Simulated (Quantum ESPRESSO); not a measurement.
## E(q) of MnSe from supercells

This program has no spiral boundary conditions, so spirals of MnSe are built in supercells. What do they cost, in energy and in time?

Calculated with Quantum ESPRESSO 7.5; LDA; plane waves with GBRV 1.5 LDA potentials, no spin-orbit coupling, flat spiral in a supercell.

Most raw output is cut from this account.

The database entry behind the starting cell is an old determination (1938), so it need not match the best structure at ambient conditions.

## (1) The structure

It takes space group F-43m (No. 216, cubic). The conventional cell has a = 5.820 Å, b = 5.820 Å, c = 5.820 Å, α = 90.00°, β = 90.00°, γ = 90.00°. Nearest to Mn lie 4 Se at 2.52 Å. Nearest to Se lie 4 Mn at 2.52 Å. Farther neighbours and most contacts between anions are not listed.

The cell comes from the Crystallography Open Database.

## (2) Parallel moments, one cell

Input file pw.in:

```
&CONTROL
  calculation = 'scf'
  prefix = 'pwscf'
  outdir = './tmp'
  pseudo_dir = './pseudo'
  disk_io = 'nowf'
/
&SYSTEM
  ibrav = 0
  celldm(1) = 8
  nat = 2
  ntyp = 2
  ecutwfc = 34
  ecutrho = 238
  nbnd = 34
  occupations = 'smearing'
  smearing = 'fd'
  degauss = 0.00734986
  noncolin = .true.
  starting_magnetization(1) = 0.3
  angle1(1) = 90
  angle2(1) = 0
  starting_magnetization(2) = 0
/
&ELECTRONS
  conv_thr = 2d-08
  electron_maxstep = 150
  mixing_beta = 0.3
/
ATOMIC_SPECIES
Mn     54.9380 mn_lda_v1.5.uspp.F.UPF
Se     78.9710 se_lda_v1.uspp.F.UPF
CELL_PARAMETERS alat
   0.0000000000000    0.6873878778326    0.6873878778326
   0.6873878778326    0.0000000000000    0.6873878778326
   0.6873878778326    0.6873878778326    0.0000000000000
ATOMIC_POSITIONS crystal
Mn      0.0000000000    0.0000000000    0.0000000000
Se      0.2500000000    0.2500000000    0.2500000000
K_POINTS automatic
4 4 12 0 0 0
```

The run is started by

```console
$ OMP_NUM_THREADS=1 mpirun -n 4 pw.x -nk 4 -in pw.in > pw.out
```

It took 27 s on 4 MPI ranks of Arm Neoverse V2, shared host; peak memory 0.47 GiB.

Spin moment in the atom's sphere by atom:

| atom | x (μB) | y (μB) | z (μB) | size |
| --- | --- | --- | --- | --- |
| Mn1 | 4.06 | 0.00 | 0.00 | 4.06 |
| Se2 | 0.08 | 0.00 | 0.00 | 0.08 |

Numbers from this step:

| Item | Value |
| --- | --- |
| smearing term TS | 0.04441 eV |
| magnetization | 4.7, 0, 0 μB |
| absolute magnetization | 4.7 μB |
| final state | ferromagnetic |

## (3) One turn in 2 cells along the input cell's c

Neighbouring cells are turned by 180° in the xy plane; the cell holds 4 atoms.

Input file pw.in:

```
&CONTROL
  calculation = 'scf'
  prefix = 'pwscf'
  outdir = './tmp'
  pseudo_dir = './pseudo'
  disk_io = 'nowf'
/
&SYSTEM
  ibrav = 0
  celldm(1) = 8
  nat = 4
  ntyp = 4
  ecutwfc = 34
  ecutrho = 238
  nbnd = 60
  occupations = 'smearing'
  smearing = 'fd'
  degauss = 0.00734986
  noncolin = .true.
  starting_magnetization(1) = 0.3
  angle1(1) = 90
  angle2(1) = 0
  starting_magnetization(2) = 0.3
  angle1(2) = 90
  angle2(2) = 180
  starting_magnetization(3) = 0
  starting_magnetization(4) = 0
/
&ELECTRONS
  conv_thr = 4d-08
  electron_maxstep = 150
  mixing_beta = 0.3
/
ATOMIC_SPECIES
Mn1    54.9380 mn_lda_v1.5.uspp.F.UPF
Mn2    54.9380 mn_lda_v1.5.uspp.F.UPF
Se1    78.9710 se_lda_v1.uspp.F.UPF
Se2    78.9710 se_lda_v1.uspp.F.UPF
CELL_PARAMETERS alat
   0.0000000000000    0.6873878778326    0.6873878778326
   0.6873878778326    0.0000000000000    0.6873878778326
   1.3747757556652    1.3747757556652    0.0000000000000
ATOMIC_POSITIONS crystal
Mn1     0.0000000000    0.0000000000    0.0000000000
Mn2     0.0000000000    0.0000000000    0.5000000000
Se1     0.2500000000    0.2500000000    0.1250000000
Se2     0.2500000000    0.2500000000    0.6250000000
K_POINTS automatic
4 4 6 0 0 0
```

Elapsed: 76 s, on 4 MPI ranks; peak memory 0.78 GiB.

Spin moment in the atom's sphere by atom:

| atom | x (μB) | y (μB) | z (μB) | size |
| --- | --- | --- | --- | --- |
| Mn1 | 3.98 | 0.00 | 0.00 | 3.98 |
| Mn2 | -3.98 | 0.00 | 0.00 | 3.98 |
| Se3 | 0.05 | 0.00 | 0.00 | 0.05 |
| Se4 | -0.05 | 0.00 | 0.00 | 0.05 |

Read from the output:

```yaml
smearing_term_ts: 0.01833 eV
magnetization: 0, 0, 0 μB
absolute_magnetization: 8.953 μB
final_state: antiferromagnetic
```

## (4) One turn in 3 cells along the input cell's c

Neighbouring cells are turned by 120° in the xy plane; the cell holds 6 atoms.

Input file pw.in:

```
&CONTROL
  calculation = 'scf'
  prefix = 'pwscf'
  outdir = './tmp'
  pseudo_dir = './pseudo'
  disk_io = 'nowf'
/
&SYSTEM
  ibrav = 0
  celldm(1) = 8
  nat = 6
  ntyp = 6
  ecutwfc = 34
  ecutrho = 238
  nbnd = 84
  occupations = 'smearing'
  smearing = 'fd'
  degauss = 0.00734986
  noncolin = .true.
  starting_magnetization(1) = 0.3
  angle1(1) = 90
  angle2(1) = 0
  starting_magnetization(2) = 0.3
  angle1(2) = 90
  angle2(2) = 120
  starting_magnetization(3) = 0.3
  angle1(3) = 90
  angle2(3) = -120
  starting_magnetization(4) = 0
  starting_magnetization(5) = 0
  starting_magnetization(6) = 0
/
&ELECTRONS
  conv_thr = 6d-08
  electron_maxstep = 150
  mixing_beta = 0.3
/
ATOMIC_SPECIES
Mn1    54.9380 mn_lda_v1.5.uspp.F.UPF
Mn2    54.9380 mn_lda_v1.5.uspp.F.UPF
Mn3    54.9380 mn_lda_v1.5.uspp.F.UPF
Se1    78.9710 se_lda_v1.uspp.F.UPF
Se2    78.9710 se_lda_v1.uspp.F.UPF
Se3    78.9710 se_lda_v1.uspp.F.UPF
CELL_PARAMETERS alat
   0.0000000000000    0.6873878778326    0.6873878778326
   0.6873878778326    0.0000000000000    0.6873878778326
   2.0621636334979    2.0621636334979    0.0000000000000
ATOMIC_POSITIONS crystal
Mn1     0.0000000000    0.0000000000    0.0000000000
Mn2     0.0000000000    0.0000000000    0.3333333333
Mn3     0.0000000000    0.0000000000    0.6666666667
Se1     0.2500000000    0.2500000000    0.0833333333
Se2     0.2500000000    0.2500000000    0.4166666667
Se3     0.2500000000    0.2500000000    0.7500000000
K_POINTS automatic
4 4 4 0 0 0
```

The job ended after 4.2 min (4 MPI ranks; peak memory 1.3 GiB).

Spin moment in the atom's sphere by atom:

| atom | x (μB) | y (μB) | z (μB) | size |
| --- | --- | --- | --- | --- |
| Mn1 | 4.01 | 0.00 | 0.00 | 4.01 |
| Mn2 | -2.01 | 3.47 | 0.00 | 4.01 |
| Mn3 | -2.00 | -3.47 | 0.00 | 4.01 |
| Se4 | 0.06 | 0.02 | 0.00 | 0.06 |
| Se5 | -0.04 | 0.04 | 0.00 | 0.06 |
| Se6 | -0.01 | -0.06 | 0.00 | 0.06 |

This step gave:

```yaml
smearing_term_ts: 0.04857 eV
magnetization: 0, 0, 0 μB
absolute_magnetization: 13.67 μB
final_state: non-collinear
```

## (5) One turn in 4 cells along the input cell's c

Neighbouring cells are turned by 90° in the xy plane; the cell holds 8 atoms.

Input file pw.in:

```
&CONTROL
  calculation = 'scf'
  prefix = 'pwscf'
  outdir = './tmp'
  pseudo_dir = './pseudo'
  disk_io = 'nowf'
/
&SYSTEM
  ibrav = 0
  celldm(1) = 8
  nat = 8
  ntyp = 8
  ecutwfc = 34
  ecutrho = 238
  nbnd = 110
  occupations = 'smearing'
  smearing = 'fd'
  degauss = 0.00734986
  noncolin = .true.
  starting_magnetization(1) = 0.3
  angle1(1) = 90
  angle2(1) = 0
  starting_magnetization(2) = 0.3
  angle1(2) = 90
  angle2(2) = 90
  starting_magnetization(3) = 0.3
  angle1(3) = 90
  angle2(3) = 180
  starting_magnetization(4) = 0.3
  angle1(4) = 90
  angle2(4) = -90
  starting_magnetization(5) = 0
  starting_magnetization(6) = 0
  starting_magnetization(7) = 0
  starting_magnetization(8) = 0
/
&ELECTRONS
  conv_thr = 8d-08
  electron_maxstep = 150
  mixing_beta = 0.3
/
ATOMIC_SPECIES
Mn1    54.9380 mn_lda_v1.5.uspp.F.UPF
Mn2    54.9380 mn_lda_v1.5.uspp.F.UPF
Mn3    54.9380 mn_lda_v1.5.uspp.F.UPF
Mn4    54.9380 mn_lda_v1.5.uspp.F.UPF
Se1    78.9710 se_lda_v1.uspp.F.UPF
Se2    78.9710 se_lda_v1.uspp.F.UPF
Se3    78.9710 se_lda_v1.uspp.F.UPF
Se4    78.9710 se_lda_v1.uspp.F.UPF
CELL_PARAMETERS alat
   0.0000000000000    0.6873878778326    0.6873878778326
   0.6873878778326    0.0000000000000    0.6873878778326
   2.7495515113305    2.7495515113305    0.0000000000000
ATOMIC_POSITIONS crystal
Mn1     0.0000000000    0.0000000000    0.0000000000
Mn2     0.0000000000    0.0000000000    0.2500000000
Mn3     0.0000000000    0.0000000000    0.5000000000
Mn4     0.0000000000    0.0000000000    0.7500000000
Se1     0.2500000000    0.2500000000    0.0625000000
Se2     0.2500000000    0.2500000000    0.3125000000
Se3     0.2500000000    0.2500000000    0.5625000000
Se4     0.2500000000    0.2500000000    0.8125000000
K_POINTS automatic
4 4 3 0 0 0
```

Run time: 6.9 min. Hardware: 4 MPI ranks; peak memory 1.8 GiB.

Read from the output:

- smearing term TS: 0.09363 eV
- magnetization: 0, 0, 0 μB
- absolute magnetization: 18.49 μB
- final state: non-collinear
- largest moment: 4.036 μB

## (6) An input with a fault

One input was spoiled on purpose, to see how the program answers.

Input file pw.in:

```
&CONTROL
  calculation = 'scf'
  prefix = 'pwscf'
  outdir = './tmp'
  pseudo_dir = './pseudo'
  disk_io = 'nowf'
/
&SYSTEM
  ibrav = 0
  nat = 2
  ntyp = 2
  ecutwfc = 34
  ecutrho = 238
  nbnd = 19
  occupations = 'smearing'
  smearing = 'fd'
  nspin = 2
  starting_magnetization(1) = 0.3
  starting_magnetization(2) = 0
/
&ELECTRONS
  conv_thr = 2d-08
  electron_maxstep = 75
  mixing_beta = 0.3
/
ATOMIC_SPECIES
Mn     54.9380 mn_lda_v1.5.uspp.F.UPF
Se     78.9710 se_lda_v1.uspp.F.UPF
CELL_PARAMETERS angstrom
   0.0000000000    2.9100000000    2.9100000000
   2.9100000000    0.0000000000    2.9100000000
   2.9100000000    2.9100000000    0.0000000000
ATOMIC_POSITIONS crystal
Mn      0.0000000000    0.0000000000    0.0000000000
Se      0.2500000000    0.2500000000    0.2500000000
K_POINTS automatic
4 4 4 0 0 0
```

Elapsed: 0.48 s, on 4 MPI ranks; peak memory 0.05 GiB.

The input was rejected at the start.

The program's message: “set_occupations (1): smearing requires a value for gaussian broadening (degauss)”

The fault put into the input: smearing without a width.

## (7) The spirals together

Spirals:

| q along the reciprocal vector | energy less that at q = 0 (meV a seeded atom) | largest site moment (μB) | typed angles kept | CPU time (s) |
| --- | --- | --- | --- | --- |
| 0 | 0 | 4.06 | yes | 107.9 |
| 0.25 | -95.84 | 4.036 | yes | 1654 |
| 0.3333 | -144.7 | 4.01 | yes | 1000 |
| 0.5 | -192.9 | 3.983 | yes | 305 |

Table of energy less that at q = 0, self-consistent by path:

| path (Å⁻¹) | energy less that at q = 0, self-consistent (meV a seeded atom) |
| --- | --- |
| 0.000 | 0 |
| 0.467 | -95.8 |
| 0.623 | -145 |
| 0.935 | -193 |

## (8) What came out

- lowest point: q = 0.5 along c*, -193 meV a seeded atom
- highest point: q = 0, 0 meV a seeded atom

In words: The state at q = 0.5 lies 193 meV a seeded atom under the parallel one, with neighbouring cells opposed. The moment changes by 1.9 % between the spirals. The cell of 4 repeats took 15 times the CPU time of the single cell, though its mesh is shorter in proportion. Here c and c* are vectors of the cell in the input, which need not be the conventional cell, and only this direction was probed. The mesh is coarse, so differences of some ten meV can be noise in a metal. Energies are free energies at an electronic temperature of 1160 K, which lowers moments and differences where the moments are itinerant. The cutoff lies under the 40 Ry that these files are usually run at.

[Logs and program files are shortened in this print: banners, set-up blocks, solver, clock and traceback lines can be left out without a mark of their own.]

[Logs are printed without paths, hosts, clocks, repeated set-up lines and the standing remarks that a program may print on its own settings, such as how far it seeks lower states.]

[Hosts, paths, dates, database ids (printed as entryN), source tags and the programs' standing remarks are cut or masked in the printed files.]

[Where a cell is said to come from a database of computed structures, the database is the Materials Project.]
